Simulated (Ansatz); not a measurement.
**Is Ag-Ti stack of (111) layers a stable metal?**

The plan: relax Ag-Ti stack of (111) layers, check its phonons, and, if the lattice is stable, compute its Eliashberg function and ρ(T).

Calculated with Ansatz 0.2.0; DFT PBEsol, scalar-relativistic, plane waves, PAW; PAW set soft_1.

Most raw output is cut from this account.

**1. The structure**

The cell holds 2 atoms: 1 Ag and 1 Ti. Cell: a = 2.923 Å, b = 2.923 Å, c = 13.386 Å, α = 90.0°, β = 90.0°, γ = 120.0°. Vacuum lies along c.

**2. Relaxation**

Lattice constant and positions set the bands and the force constants, so the cell is relaxed first.

Input file input.yaml:

```yaml
crystal:
  lattice:
    - [2.92265, 0.0, 0.0]
    - [-1.46133, 2.53109, 0.0]
    - [0.0, 0.0, 13.38634]
  atoms:
    - { symbol: Ag, position: [0.0, 0.0, 0.41086669] }
    - { symbol: Ti, position: [0.33333333, 0.66666667, 0.58913331] }
  periodic: [true, true, false]
kpoints:
  mp_grid: { grid: [12, 12, 1] }
hamiltonian:
  xc: pbesol
  pseudopotentials: { kind: paw, azcp: { folder: soft_1 }, xc_functional: pbe }
scf:
  occupations: { method: gaussian, width: 0.1 }
output:
  forces: true
  stress: true
  eigenvalues: true
relax:
  adjacent_minimum: "off"
  f_tol: 0.005
  max_steps: 80
  cell: { stress_2d_tol: 0.02 }
```

Launch:

```
> ansatz run input.yaml --threads 4 --pin off --max-ram 12288MiB --backend cpu --events-out ev --progress --plain --runs-dir out
```

Elapsed: 21 s, on 4 threads of Arm Neoverse V1, shared host; peak memory 0.51 GiB.

Step by step:

| step | energy less that of the first step (eV) | largest force component (eV/Å) | volume (Å³) |
| --- | --- | --- | --- |
| 1 | 0.0000 | 0.4531 | 211.37 |
| 2 | -0.0847 | 0.8041 | 193.68 |
| 3 | -0.1459 | 0.0158 | 194.72 |
| 4 | -0.1510 | 0.0087 | 191.54 |
| 5 | -0.1512 | 0.0013 | 190.74 |
| 6 | -0.1512 | 0.0003 | 190.80 |
| 7* | -0.1500 | 0.0002 | 190.80 |

Relaxation steps marked * repeat the geometry before them on a plane-wave basis chosen anew for their cell, so energy and pressure can jump there.

Forces are held to the 6 operations that the run works with; a distortion that breaks them can't arise in this run.

| cell as run | before | after | change |
| --- | --- | --- | --- |
| a (Å) | 2.923 | 2.777 | -5.0 % |
| b (Å) | 2.923 | 2.777 | -5.0 % |

The atoms that moved most (Å, along periodic axes as changes of fractional coordinates times the final cell, across vacuum about the mean position):

| atom | dx | dy | dz | length |
| --- | --- | --- | --- | --- |
| Ag1 | 0.000 | 0.000 | 0.011 | 0.011 |
| Ti2 | 0.000 | 0.000 | -0.011 | 0.011 |

Final coordinates:

```xyz
2
Lattice="2.7768 0.0000 0.0000 -1.3884 2.4048 0.0000 0.0000 0.0000 28.5727" Properties=species:S:1:pos:R:3
Ag    0.0000    0.0000    5.5112
Ti    0.0000    1.6032    7.8751
```

This step gave:

```
metallic on mesh  : yes
gap on the k-mesh : 0 eV
```

The relaxation ends with a largest force component of 2.2e-4 eV/Å.

**3. Relaxing tightly for phonons**

Residual forces and stress shift phonon frequencies, so the cell is relaxed again, with tight thresholds and the mesh and smearing of this input.

input.yaml, the sections that differ from step 2:

```yaml
crystal:
  lattice:
    - [2.7768005893, 2.7427e-06, 0.0]
    - [-1.3884026699, 2.4047784802, 0.0]
    - [0.0, 0.0, 28.5726751719]
  atoms:
    - { symbol: Ag, position: [0.0, 0.0, 0.1928845452] }
    - { symbol: Ti, position: [0.3333333333, 0.6666666667, 0.2756169136] }
  periodic: [true, true, false]
scf:
  occupations: { method: methfessel_paxton, width: 0.2 }
relax:
  adjacent_minimum: "off"
  f_tol: 0.001
  max_steps: 60
  cell: { stress_2d_tol: 0.002 }
# kpoints, hamiltonian, output: as in step 2
```

It took 14 s on 4 threads; peak memory 0.49 GiB.

Little changed from the start: no atom moved by 0.005 Å and no cell edge by 0.1 %.

**4. Phonons by linear response: q 2×2×1, k 6×6×1**

Before any scattering is computed, the phonons show whether the structure is a minimum.

input.yaml, the sections that differ from step 3:

```yaml
crystal:
  lattice:
    - [2.7756024234, 2.7415e-06, 0.0]
    - [-1.3878035859, 2.4037408387, 0.0]
    - [0.0, 0.0, 28.5726751719]
  atoms:
    - { symbol: Ag, position: [0.0, 0.0, 0.1928558357] }
    - { symbol: Ti, position: [0.3333333333, 0.6666666667, 0.2756456231] }
  periodic: [true, true, false]
kpoints:
  mp_grid: { grid: [6, 6, 1] }
output:
  eigenvalues: true
phonons:
  method: dfpt
  qmesh: [2, 2, 1]
  temperatures: { t_max: 1000, t_step: 50 }
  qpath:
    path:
      - [0.0, 0.0, 0.0]
      - [0.5, 0.0, 0.0]
      - [0.33333333, 0.33333333, 0.0]
      - [0.0, 0.0, 0.0]
    npoints: 10
# hamiltonian, scf: as in step 3
# relax: removed
```

Wall time 33 s (4 threads); peak memory 0.76 GiB; 2 min of CPU time.

Numbers from this step:

* share of imaginary modes in the plain interpolation between solved wavevectors: 0.1663
* highest frequency, solved or plainly interpolated: 193.3 cm⁻¹

Solved on the 2×2×1 mesh alone; all other wavevectors are interpolated. Phonon branches along the path, in cm⁻¹:

| point | branch 1 | branch 2 | branch 3 | branch 4 | branch 5 | branch 6 |
| --- | --- | --- | --- | --- | --- | --- |
| Γ | 0 | 0 | 0 | 66 | 66 | 169 |
| halfway | -119 | 63 | 74 | 108 | 124 | 141 |
| M | -196 | 65 | 90 | 130 | 138 | 193 |
| halfway | -204 | 67 | 108 | 132 | 143 | 186 |
| K | -212 | 68 | 118 | 137 | 164 | 169 |
| halfway | -140 | 72 | 82 | 115 | 123 | 151 |
| Γ | 0 | 0 | 0 | 66 | 66 | 169 |

Lowest modes at the softest wavevector of the mesh. Modes at q = (0.000, 0.500, 0.000), with each element's share of the kinetic energy (negative means imaginary):

| mode | frequency (cm⁻¹) | Ag % | Ti % |
| --- | --- | --- | --- |
| 1 | -196.5 | 1 | 99 |
| 2 | 64.6 | 64 | 36 |
| 3 | 90.2 | 73 | 27 |
| 4 | 130.2 | 35 | 65 |
| 5 | 137.7 | 27 | 73 |
| 6 | 193.3 | 100 | 0 |

Displacements in mode 1 (-196.5 cm⁻¹), the largest set to 1, in the home cell:
```
Ag1  0.00 -0.01  0.08
Ti2  0.00 -0.06 -1.00
```

Displacements in mode 6 (193.3 cm⁻¹), the largest set to 1, in the home cell:
```
Ag1  0.00  1.00  0.02
Ti2  0.00 -0.08 -0.01
```

Among the solved wavevectors the lowest mode, translations apart, is -196 cm⁻¹, imaginary.

**5. Phonons: q 3×3×1, k 9×9×1**

An imaginary mode on so few k-points may come from the sampling, so the phonons are repeated with another q and k mesh.

Edit input.yaml of step 4 so:

```diff
@@ -10,3 +10,3 @@
 kpoints:
-  mp_grid: { grid: [6, 6, 1] }
+  mp_grid: { grid: [9, 9, 1] }
 hamiltonian:
@@ -20,3 +20,3 @@
   method: dfpt
-  qmesh: [2, 2, 1]
+  qmesh: [3, 3, 1]
   temperatures: { t_max: 1000, t_step: 50 }
```

It took 1.8 min on 4 threads; peak memory 1.1 GiB; 7.1 min of CPU time.

Numbers from this step:

| Property | Result |
| --- | --- |
| share of imaginary modes in the plain interpolation between solved wavevectors | 0.2268 |
| highest frequency, solved or plainly interpolated | 195.1 cm⁻¹ |

Solved on the 3×3×1 mesh alone; all other wavevectors are interpolated. Phonon branches along the path, in cm⁻¹:

| point | branch 1 | branch 2 | branch 3 | branch 4 | branch 5 | branch 6 |
| --- | --- | --- | --- | --- | --- | --- |
| Γ | 0 | 0 | 0 | 59 | 59 | 171 |
| halfway | -75 | 66 | 72 | 115 | 137 | 166 |
| M | -75 | 42 | 79 | 118 | 120 | 195 |
| halfway | -74 | -54 | 51 | 111 | 130 | 187 |
| K | -98 | -71 | -38 | 101 | 164 | 165 |
| halfway | -80 | 56 | 92 | 109 | 144 | 164 |
| Γ | 0 | 0 | 0 | 59 | 59 | 171 |

Lowest modes at the softest wavevector of the mesh. The modes at q = (-0.333, -0.333, 0.000) (shares of kinetic energy by element, %) (negative means imaginary):

| mode | frequency (cm⁻¹) | Ag % | Ti % |
| --- | --- | --- | --- |
| 1 | -97.5 | 12 | 88 |
| 2 | -70.9 | 0 | 100 |
| 3 | -38.0 | 1 | 99 |
| 4 | 100.7 | 88 | 12 |
| 5 | 163.6 | 100 | 0 |
| 6 | 164.6 | 99 | 1 |

Displacements in mode 1 (-97.5 cm⁻¹), the largest set to 1, in the home cell (x, y, z of the real part, then of the imaginary part):
```
Ag1  0.00  0.00 -0.35  0.00  0.00  0.00
Ti2  0.00 -1.00  0.00  1.00  0.00  0.00
```

Displacements in mode 4 (100.7 cm⁻¹), the largest set to 1, in the home cell (x, y, z of the real part, then of the imaginary part):
```
Ag1  0.00  0.00  1.00  0.00  0.00  0.00
Ti2  0.00 -0.39  0.00  0.39  0.00  0.00
```

The modes has structure finer than the step of the table below, so its rows give means over 10 cm⁻¹, whole bins alone (the curve runs from -108 to 210 cm⁻¹). Peaks (cm⁻¹: height): Ag -79.5: 0.00889, 62.4: 0.0192, 82.4: 0.0227, 118.4: 0.0479, 134.4: 0.0230, 144.4: 0.0237, 178.4: 0.0305; Ti -81.5: 0.0626, 64.4: 0.0208, 118.4: 0.0305, 144.4: 0.013, 168.4: 0.0289.

Phonopy on the run's constants, 21x21x1 mesh, Gaussian sigma 2.3 cm⁻¹. The modes by wavenumber; means over each step; values in 1/cm⁻¹/cell:

| wavenumber (cm⁻¹) | Ag | Ti |
| --- | --- | --- |
| -100 | 1.7e-4 | 0.00123 |
| -90 | 0.00120 | 0.0108 |
| -80 | 0.00766 | 0.0483 |
| -70 | 0.00393 | 0.0159 |
| -60 | 0.00252 | 0.0113 |
| -50 | 0.00281 | 0.00683 |
| -40 | 0.00224 | 0.00665 |
| -30 | 0.00184 | 0.00393 |
| -20 | 0.00164 | 0.00416 |
| -10 | 3.3e-4 | 0.00240 |
| 0 | 4.7e-4 | 4.8e-4 |
| 10 | 2.9e-4 | 0.00239 |
| 20 | 0.00292 | 0.00314 |
| 30 | 0.00457 | 0.00388 |
| 40 | 0.00644 | 0.0117 |
| 50 | 0.0106 | 0.0107 |
| 60 | 0.0171 | 0.0158 |
| 70 | 0.0120 | 0.0161 |
| 80 | 0.0177 | 0.0181 |
| 90 | 0.0121 | 0.0140 |
| 100 | 0.00683 | 0.00698 |
| 110 | 0.0192 | 0.0181 |
| 120 | 0.0390 | 0.0227 |
| 130 | 0.0205 | 0.00744 |
| 140 | 0.0193 | 0.00957 |
| 150 | 0.00891 | 0.00376 |
| 160 | 0.00627 | 0.00494 |
| 170 | 0.0252 | 0.0177 |
| 180 | 0.0267 | 7.1e-4 |
| 190 | 0.0179 | 2.1e-4 |
| 200 | 0.00195 | 1.8e-5 |

No LO-TO term; unit eigenvectors of the mass-weighted matrix. Modes at Γ, with each element's share of the kinetic energy:

| mode | frequency (cm⁻¹) | symmetry | Ag % | Ti % |
| --- | --- | --- | --- | --- |
| 1 | 0.0 | unnamed | 69 | 31 |
| 2 | 0.0 | unnamed | 69 | 31 |
| 3 | 0.0 | unnamed | 69 | 31 |
| 4 | 58.9 | E | 31 | 69 |
| 5 | 58.9 | E | 31 | 69 |
| 6 | 170.6 | A1 | 31 | 69 |

Displacements in mode 5 (58.9 cm⁻¹), the largest set to 1:
```
Ag1 -0.44  0.00  0.00
Ti2  1.00  0.00  0.00
```

Displacements in mode 6 (170.6 cm⁻¹), the largest set to 1:
```
Ag1  0.00  0.00 -0.44
Ti2  0.00  0.00  1.00
```

Among the solved wavevectors the lowest mode, translations apart, is -97.5 cm⁻¹, imaginary.

**6. Results**

```yaml
phonon_run_of_the_rows_without_a_label_of_their_own: PBEsol, q 3×3×1, k 9×9×1
softest_mode_on_the_q_mesh: -97.5 cm⁻¹ at q = (-0.333, -0.333, 0)
highest_frequency_solved_or_plainly_interpolated: 195 cm⁻¹
```

**Reading.** The lattice is dynamically unstable at this level: a mode at q = (-0.333, -0.333, 0) is imaginary, 97.5i cm⁻¹, so no harmonic coupling constant or resistivity is defined for this structure. These meshes are coarse, and single modes of a metal can move by tens of cm⁻¹ with the k mesh. The coarser mesh found an imaginary mode at another wavevector, which this mesh lacks. The phonon runs are not spin-polarised. The PAW files were made for PBE; under other functionals the run regenerates their frozen core. The structure was built by hand as an ordered model, and its stability against other phases was not tested.

[Logs are printed without paths, hosts, clocks, repeated set-up lines and the standing remarks that a program may print on its own settings, such as how far it seeks lower states.]

[Hosts, paths, dates, database ids (printed as entryN), source tags and the programs' standing remarks are cut or masked in the printed files.]
